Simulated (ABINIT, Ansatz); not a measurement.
# YBiS3 (Pm-3m): zone-centre phonons, part 3 of 4

Which modes does YBiS3 (Pm-3m) have at the zone centre?

ABINIT 10.8.3; DFT LDA, scalar-relativistic, plane waves, PseudoDojo norm-conserving pseudopotentials.

So far. Step 4 (Linear response at Γ): The acoustic modes at Γ come out as far as 3.1 cm⁻¹ from zero, where they should vanish, a small numerical error. The lowest optical mode is imaginary, 178i cm⁻¹, an instability at this level and on this k mesh. The relaxed cell has a = 5.064 Å (conventional setting).

The structure was built from a prototype and need not be the compound's stable phase.

**5. Modes with the sum rule**

anaddb reads the merged derivatives and imposes the acoustic sum rule.

Input file anaddb.abi:

```
ddb_filepath "gamma_DDB"
output_file "anaddb.abo"
outdata_prefix "anaddb"
asr 1
chneut 1
enunit 2
eivec 1
nph1l 1
qph1l 0.0 0.0 0.0 1.0
```

Input file mrgddb.in:

```
gamma_DDB
merged
2
dfpt_gammao_DDB
gso_DDB
```

Command:

```bash
> mrgddb < mrgddb.in > mrgddb.log
> OMP_NUM_THREADS=1 anaddb anaddb.abi > anaddb.log
```

anaddb.abo, the main output file:

```text
-outvars_anaddb: echo values of input variables ----------------------

 Miscellaneous information :
      enunit         2
       eivec         1
         asr         1
 First list of wavevector (reduced coord.) :
       nph1l         1
       qph1l
                     0.00000000E+00  0.00000000E+00  0.00000000E+00    1.000E+00

================================================================================

 read the DDB information and perform some checks

  ==== Info on the Cryst% object ====
 Real(R)+Recip(G) space primitive vectors, cartesian coordinates (Bohr,Bohr^-1):
 R(1)=  9.5690393  0.0000000  0.0000000  G(1)=  0.1045037  0.0000000  0.0000000
 R(2)=  0.0000000  9.5690393  0.0000000  G(2)=  0.0000000  0.1045037  0.0000000
 R(3)=  0.0000000  0.0000000  9.5690393  G(3)=  0.0000000  0.0000000  0.1045037
 Unit cell volume ucvol=  8.7620356E+02 bohr^3
 Angles (23,13,12)=  9.00000000E+01  9.00000000E+01  9.00000000E+01 degrees
 Time-reversal symmetry is present
 Reduced atomic positions [iatom, xred, symbol]:
    1)    0.0000000  0.0000000  0.0000000  Bi
    2)    0.5000000  0.5000000  0.5000000   Y
    3)    0.5000000  0.5000000  0.0000000   S
    4)    0.5000000  0.0000000  0.5000000   S
    5)    0.0000000  0.5000000  0.5000000   S

 DDB file with 3 blocks has been read.

================================================================================

 Treat the first list of vectors

  Phonon wavevector (reduced coordinates) :  0.00000  0.00000  0.00000
 Phonon energies in Hartree :
  -8.113947E-04 -8.113947E-04 -8.113947E-04 -7.695747E-04 -7.695747E-04
  -7.695747E-04 -3.014547E-04 -3.014547E-04 -3.014547E-04  2.366971E-08
   2.376605E-08  2.405289E-08  1.915659E-03  1.915659E-03  1.915659E-03
 Phonon energies in meV     :
- -2.207918E+01 -2.207918E+01 -2.207918E+01 -2.094119E+01 -2.094119E+01
- -2.094119E+01 -8.203000E+00 -8.203000E+00 -8.203000E+00  6.440855E-04
-  6.467071E-04  6.545126E-04  5.212773E+01  5.212773E+01  5.212773E+01
 Phonon frequencies in cm-1    :
- -1.780806E+02 -1.780806E+02 -1.780806E+02 -1.689021E+02 -1.689021E+02
- -1.689021E+02 -6.616166E+01 -6.616166E+01 -6.616166E+01  5.194900E-03
-  5.216045E-03  5.279000E-03  4.204385E+02  4.204385E+02  4.204385E+02
 Phonon frequencies in Thz     :
- -5.338721E+00 -5.338721E+00 -5.338721E+00 -5.063558E+00 -5.063558E+00
- -5.063558E+00 -1.983477E+00 -1.983477E+00 -1.983477E+00  1.557392E-04
-  1.563731E-04  1.582604E-04  1.260443E+01  1.260443E+01  1.260443E+01
 Phonon energies in Kelvin  :
- -2.562182E+02 -2.562182E+02 -2.562182E+02 -2.430125E+02 -2.430125E+02
- -2.430125E+02 -9.519187E+01 -9.519187E+01 -9.519187E+01  7.474302E-03
-  7.504725E-03  7.595303E-03  6.049172E+02  6.049172E+02  6.049172E+02

 Eigendisplacements
 (will be given, for each mode : in cartesian coordinates
   for each atom the real part of the displacement vector,
   then the imaginary part of the displacement vector - absolute values smaller than 1.0d-7 are set to zero)
  Mode number    1   Energy   -8.113947E-04
 Attention : low frequency mode.
   (Could be unstable or acoustic mode)
-  1  0.00000000E+00  0.00000000E+00  0.00000000E+00
-     0.00000000E+00  0.00000000E+00  0.00000000E+00
-  2  0.00000000E+00  0.00000000E+00  0.00000000E+00
-     0.00000000E+00  0.00000000E+00  0.00000000E+00
-  3  0.00000000E+00  0.00000000E+00  0.00000000E+00
-     0.00000000E+00  0.00000000E+00  0.00000000E+00
-  4  0.00000000E+00  0.00000000E+00  2.92470830E-03
-     0.00000000E+00  0.00000000E+00  0.00000000E+00
-  5  0.00000000E+00  0.00000000E+00 -2.92470830E-03
-     0.00000000E+00  0.00000000E+00  0.00000000E+00
  Mode number    2   Energy   -8.113947E-04
 Attention : low frequency mode.
   (Could be unstable or acoustic mode)
-  1  0.00000000E+00  0.00000000E+00  0.00000000E+00
-     0.00000000E+00  0.00000000E+00  0.00000000E+00
-  2  0.00000000E+00  0.00000000E+00  0.00000000E+00
-     0.00000000E+00  0.00000000E+00  0.00000000E+00
-  3  0.00000000E+00  2.92470830E-03  0.00000000E+00
-     0.00000000E+00  0.00000000E+00  0.00000000E+00
-  4  0.00000000E+00  0.00000000E+00  0.00000000E+00
-     0.00000000E+00  0.00000000E+00  0.00000000E+00
-  5  0.00000000E+00 -2.92470830E-03  0.00000000E+00
-     0.00000000E+00  0.00000000E+00  0.00000000E+00
  Mode number    3   Energy   -8.113947E-04
 Attention : low frequency mode.
   (Could be unstable or acoustic mode)
-  1  0.00000000E+00  0.00000000E+00  0.00000000E+00
-     0.00000000E+00  0.00000000E+00  0.00000000E+00
-  2  0.00000000E+00  0.00000000E+00  0.00000000E+00
-     0.00000000E+00  0.00000000E+00  0.00000000E+00
-  3  2.92470830E-03  0.00000000E+00  0.00000000E+00
-     0.00000000E+00  0.00000000E+00  0.00000000E+00
-  4 -2.92470830E-03  0.00000000E+00  0.00000000E+00
-     0.00000000E+00  0.00000000E+00  0.00000000E+00
-  5  0.00000000E+00  0.00000000E+00  0.00000000E+00
-     0.00000000E+00  0.00000000E+00  0.00000000E+00
  Mode number    4   Energy   -7.695747E-04
 Attention : low frequency mode.
   (Could be unstable or acoustic mode)
-  1  0.00000000E+00  0.00000000E+00  6.64697528E-04
-     0.00000000E+00  0.00000000E+00  0.00000000E+00
-  2  0.00000000E+00  0.00000000E+00  3.65275383E-04
-     0.00000000E+00  0.00000000E+00  0.00000000E+00
-  3  0.00000000E+00  0.00000000E+00 -8.13750025E-05
-     0.00000000E+00  0.00000000E+00  0.00000000E+00
-  4  0.00000000E+00  0.00000000E+00 -2.63171372E-03
-     0.00000000E+00  0.00000000E+00  0.00000000E+00
-  5  0.00000000E+00  0.00000000E+00 -2.63171372E-03
-     0.00000000E+00  0.00000000E+00  0.00000000E+00
  Mode number    5   Energy   -7.695747E-04
 Attention : low frequency mode.
   (Could be unstable or acoustic mode)
-  1  0.00000000E+00  6.64697528E-04  0.00000000E+00
-     0.00000000E+00  0.00000000E+00  0.00000000E+00
-  2  0.00000000E+00  3.65275383E-04  0.00000000E+00
-     0.00000000E+00  0.00000000E+00  0.00000000E+00
-  3  0.00000000E+00 -2.63171372E-03  0.00000000E+00
-     0.00000000E+00  0.00000000E+00  0.00000000E+00
-  4  0.00000000E+00 -8.13750024E-05  0.00000000E+00
-     0.00000000E+00  0.00000000E+00  0.00000000E+00
-  5  0.00000000E+00 -2.63171372E-03  0.00000000E+00
-     0.00000000E+00  0.00000000E+00  0.00000000E+00
  Mode number    6   Energy   -7.695747E-04
 Attention : low frequency mode.
   (Could be unstable or acoustic mode)
-  1  6.64697528E-04  0.00000000E+00  0.00000000E+00
-     0.00000000E+00  0.00000000E+00  0.00000000E+00
-  2  3.65275383E-04  0.00000000E+00  0.00000000E+00
-     0.00000000E+00  0.00000000E+00  0.00000000E+00
-  3 -2.63171372E-03  0.00000000E+00  0.00000000E+00
-     0.00000000E+00  0.00000000E+00  0.00000000E+00
-  4 -2.63171372E-03  0.00000000E+00  0.00000000E+00
-     0.00000000E+00  0.00000000E+00  0.00000000E+00
-  5 -8.13750024E-05  0.00000000E+00  0.00000000E+00
-     0.00000000E+00  0.00000000E+00  0.00000000E+00
  Mode number    7   Energy   -3.014547E-04
 Attention : low frequency mode.
   (Could be unstable or acoustic mode)
-  1  0.00000000E+00  0.00000000E+00  8.89548090E-04
-     0.00000000E+00  0.00000000E+00  0.00000000E+00
-  2  0.00000000E+00  0.00000000E+00 -1.84453290E-03
-     0.00000000E+00  0.00000000E+00  0.00000000E+00
-  3  0.00000000E+00  0.00000000E+00 -1.48236850E-03
-     0.00000000E+00  0.00000000E+00  0.00000000E+00
-  4  0.00000000E+00  0.00000000E+00  4.00129160E-04
-     0.00000000E+00  0.00000000E+00  0.00000000E+00
-  5  0.00000000E+00  0.00000000E+00  4.00129160E-04
-     0.00000000E+00  0.00000000E+00  0.00000000E+00
  Mode number    8   Energy   -3.014547E-04
 Attention : low frequency mode.
   (Could be unstable or acoustic mode)
-  1  0.00000000E+00 -8.89548090E-04  0.00000000E+00
-     0.00000000E+00  0.00000000E+00  0.00000000E+00
-  2  0.00000000E+00  1.84453290E-03  0.00000000E+00
-     0.00000000E+00  0.00000000E+00  0.00000000E+00
-  3  0.00000000E+00 -4.00129160E-04  0.00000000E+00
-     0.00000000E+00  0.00000000E+00  0.00000000E+00
-  4  0.00000000E+00  1.48236850E-03  0.00000000E+00
-     0.00000000E+00  0.00000000E+00  0.00000000E+00
-  5  0.00000000E+00 -4.00129160E-04  0.00000000E+00
-     0.00000000E+00  0.00000000E+00  0.00000000E+00
  Mode number    9   Energy   -3.014547E-04
 Attention : low frequency mode.
   (Could be unstable or acoustic mode)
-  1  8.89548090E-04  0.00000000E+00  0.00000000E+00
-     0.00000000E+00  0.00000000E+00  0.00000000E+00
-  2 -1.84453290E-03  0.00000000E+00  0.00000000E+00
-     0.00000000E+00  0.00000000E+00  0.00000000E+00
-  3  4.00129160E-04  0.00000000E+00  0.00000000E+00
-     0.00000000E+00  0.00000000E+00  0.00000000E+00
-  4  4.00129160E-04  0.00000000E+00  0.00000000E+00
-     0.00000000E+00  0.00000000E+00  0.00000000E+00
-  5 -1.48236850E-03  0.00000000E+00  0.00000000E+00
-     0.00000000E+00  0.00000000E+00  0.00000000E+00
  Mode number   10   Energy    2.366971E-08
 Attention : low frequency mode.
   (Could be unstable or acoustic mode)
-  1  0.00000000E+00  0.00000000E+00 -1.17978153E-03
-     0.00000000E+00  0.00000000E+00  0.00000000E+00
-  2  0.00000000E+00  0.00000000E+00 -1.17999158E-03
-     0.00000000E+00  0.00000000E+00  0.00000000E+00
-  3  0.00000000E+00  0.00000000E+00 -1.17995550E-03
-     0.00000000E+00  0.00000000E+00  0.00000000E+00
-  4  0.00000000E+00  0.00000000E+00 -1.17980121E-03
-     0.00000000E+00  0.00000000E+00  0.00000000E+00
-  5  0.00000000E+00  0.00000000E+00 -1.17980121E-03
-     0.00000000E+00  0.00000000E+00  0.00000000E+00
  Mode number   11   Energy    2.376605E-08
 Attention : low frequency mode.
   (Could be unstable or acoustic mode)
-  1  0.00000000E+00  1.17978153E-03  0.00000000E+00
-     0.00000000E+00  0.00000000E+00  0.00000000E+00
-  2  0.00000000E+00  1.17999158E-03  0.00000000E+00
-     0.00000000E+00  0.00000000E+00  0.00000000E+00
-  3  0.00000000E+00  1.17980121E-03  0.00000000E+00
-     0.00000000E+00  0.00000000E+00  0.00000000E+00
-  4  0.00000000E+00  1.17995550E-03  0.00000000E+00
-     0.00000000E+00  0.00000000E+00  0.00000000E+00
-  5  0.00000000E+00  1.17980121E-03  0.00000000E+00
-     0.00000000E+00  0.00000000E+00  0.00000000E+00
  Mode number   12   Energy    2.405289E-08
 Attention : low frequency mode.
   (Could be unstable or acoustic mode)
-  1  1.17978153E-03  0.00000000E+00  0.00000000E+00
-     0.00000000E+00  0.00000000E+00  0.00000000E+00
-  2  1.17999158E-03  0.00000000E+00  0.00000000E+00
-     0.00000000E+00  0.00000000E+00  0.00000000E+00
-  3  1.17980121E-03  0.00000000E+00  0.00000000E+00
-     0.00000000E+00  0.00000000E+00  0.00000000E+00
-  4  1.17980121E-03  0.00000000E+00  0.00000000E+00
-     0.00000000E+00  0.00000000E+00  0.00000000E+00
-  5  1.17995550E-03  0.00000000E+00  0.00000000E+00
-     0.00000000E+00  0.00000000E+00  0.00000000E+00
  Mode number   13   Energy    1.915659E-03
-  1  0.00000000E+00  0.00000000E+00  5.26739113E-06
-     0.00000000E+00  0.00000000E+00  0.00000000E+00
-  2  0.00000000E+00  0.00000000E+00  1.11455765E-03
-     0.00000000E+00  0.00000000E+00  0.00000000E+00
-  3  0.00000000E+00  0.00000000E+00 -3.67579978E-03
-     0.00000000E+00  0.00000000E+00  0.00000000E+00
-  4  0.00000000E+00  0.00000000E+00  2.75621590E-04
-     0.00000000E+00  0.00000000E+00  0.00000000E+00
-  5  0.00000000E+00  0.00000000E+00  2.75621590E-04
-     0.00000000E+00  0.00000000E+00  0.00000000E+00
  Mode number   14   Energy    1.915659E-03
-  1  0.00000000E+00  5.26739113E-06  0.00000000E+00
-     0.00000000E+00  0.00000000E+00  0.00000000E+00
-  2  0.00000000E+00  1.11455765E-03  0.00000000E+00
-     0.00000000E+00  0.00000000E+00  0.00000000E+00
-  3  0.00000000E+00  2.75621590E-04  0.00000000E+00
-     0.00000000E+00  0.00000000E+00  0.00000000E+00
-  4  0.00000000E+00 -3.67579978E-03  0.00000000E+00
-     0.00000000E+00  0.00000000E+00  0.00000000E+00
-  5  0.00000000E+00  2.75621590E-04  0.00000000E+00
-     0.00000000E+00  0.00000000E+00  0.00000000E+00
  Mode number   15   Energy    1.915659E-03
-  1  5.26739113E-06  0.00000000E+00  0.00000000E+00
-     0.00000000E+00  0.00000000E+00  0.00000000E+00
-  2  1.11455765E-03  0.00000000E+00  0.00000000E+00
-     0.00000000E+00  0.00000000E+00  0.00000000E+00
-  3  2.75621590E-04  0.00000000E+00  0.00000000E+00
-     0.00000000E+00  0.00000000E+00  0.00000000E+00
-  4  2.75621590E-04  0.00000000E+00  0.00000000E+00
-     0.00000000E+00  0.00000000E+00  0.00000000E+00
-  5 -3.67579978E-03  0.00000000E+00  0.00000000E+00
-     0.00000000E+00  0.00000000E+00  0.00000000E+00

 Analysis of degeneracies and characters (maximum tolerance=1.00E-06 a.u.)
 For each vibration mode, or group of modes if degenerate,
 the characters are given for each symmetry operation (see the list in the log file).
 Symmetry characters of vibration mode #   1
       degenerate with vibration modes #   2 to    3
  3.0 -3.0 -1.0  1.0 -1.0  1.0 -1.0  1.0 -1.0  1.0  1.0 -1.0 -1.0  1.0  1.0 -1.0
  0.0 -0.0  0.0 -0.0 -0.0  0.0 -0.0  0.0 -1.0  1.0  1.0 -1.0  1.0 -1.0 -1.0  1.0
  0.0 -0.0 -0.0  0.0 -0.0  0.0  0.0 -0.0 -1.0  1.0 -1.0  1.0  1.0 -1.0  1.0 -1.0
 Symmetry characters of vibration mode #   4
       degenerate with vibration modes #   5 to    6
  3.0 -3.0 -1.0  1.0 -1.0  1.0 -1.0  1.0  1.0 -1.0 -1.0  1.0  1.0 -1.0 -1.0  1.0
  0.0 -0.0  0.0 -0.0 -0.0  0.0 -0.0  0.0  1.0 -1.0 -1.0  1.0 -1.0  1.0  1.0 -1.0
  0.0 -0.0 -0.0  0.0 -0.0  0.0  0.0 -0.0  1.0 -1.0  1.0 -1.0 -1.0  1.0 -1.0  1.0
 Symmetry characters of vibration mode #   7
       degenerate with vibration modes #   8 to    9
  3.0 -3.0 -1.0  1.0 -1.0  1.0 -1.0  1.0  1.0 -1.0 -1.0  1.0  1.0 -1.0 -1.0  1.0
 -0.0  0.0 -0.0  0.0  0.0 -0.0  0.0 -0.0  1.0 -1.0 -1.0  1.0 -1.0  1.0  1.0 -1.0
 -0.0  0.0  0.0 -0.0  0.0 -0.0 -0.0  0.0  1.0 -1.0  1.0 -1.0 -1.0  1.0 -1.0  1.0
 Symmetry characters of vibration mode #  10
       degenerate with vibration modes #  11 to   12
  3.0 -3.0 -1.0  1.0 -1.0  1.0 -1.0  1.0  1.0 -1.0 -1.0  1.0  1.0 -1.0 -1.0  1.0
  0.0 -0.0  0.0 -0.0 -0.0  0.0 -0.0  0.0  1.0 -1.0 -1.0  1.0 -1.0  1.0  1.0 -1.0
  0.0 -0.0 -0.0  0.0 -0.0  0.0  0.0 -0.0  1.0 -1.0  1.0 -1.0 -1.0  1.0 -1.0  1.0
 Symmetry characters of vibration mode #  13
       degenerate with vibration modes #  14 to   15
  3.0 -3.0 -1.0  1.0 -1.0  1.0 -1.0  1.0  1.0 -1.0 -1.0  1.0  1.0 -1.0 -1.0  1.0
  0.0 -0.0  0.0 -0.0 -0.0  0.0  0.0 -0.0  1.0 -1.0 -1.0  1.0 -1.0  1.0  1.0 -1.0
  0.0 -0.0 -0.0  0.0  0.0 -0.0  0.0 -0.0  1.0 -1.0  1.0 -1.0 -1.0  1.0 -1.0  1.0
-
```

Run time: 0.51 s. Hardware: 1 thread of Arm Neoverse V1, shared host.

Read from the output:

```yaml
lowest_optical_zone_centre_mode: -178.1 cm⁻¹
```

No LO-TO term; unit eigenvectors of the mass-weighted matrix, from anaddb's displacements. The modes at Γ (shares of kinetic energy by element, %) (negative means imaginary):

```
mode  frequency (cm⁻¹)  symmetry  Bi %  Y %  S %
   1            -178.1       T2u     0    0  100
   2            -178.1       T2u     0    0  100
   3            -178.1       T2u     0    0  100
   4            -168.9       T1u    17    2   81
   5            -168.9       T1u    17    2   81
   6            -168.9       T1u    17    2   81
   7             -66.2       T1u    30   55   15
   8             -66.2       T1u    30   55   15
   9             -66.2       T1u    30   55   15
  10               0.0  acoustic    53   23   24
  11               0.0  acoustic    53   23   24
  12               0.0  acoustic    53   23   24
  13             420.4       T1u     0   20   80
  14             420.4       T1u     0   20   80
  15             420.4       T1u     0   20   80
```

Displacements in mode 1 (-178.1 cm⁻¹), the largest set to 1:
```
Bi1  0.00  0.00  0.00
Y2   0.00  0.00  0.00
S3   0.00  0.00  0.00
S4   0.00  0.00  1.00
S5   0.00  0.00 -1.00
```

Displacements in mode 13 (420.4 cm⁻¹), the largest set to 1:
```
Bi1  0.00  0.00  0.00
Y2   0.00  0.00  0.30
S3   0.00  0.00 -1.00
S4   0.00  0.00  0.07
S5   0.00  0.00  0.07
```

The rule moves no optical mode by more than 0.3 cm⁻¹.

[end of part 3 of 4]

[Host names and launcher messages were left out of these logs when they were recorded.]

[Logs are printed without paths, hosts, clocks, repeated set-up lines and the standing remarks that a program may print on its own settings, such as how far it seeks lower states.]

[Hosts, paths, dates, database ids (printed as entryN), source tags and the programs' standing remarks are cut or masked in the printed files.]
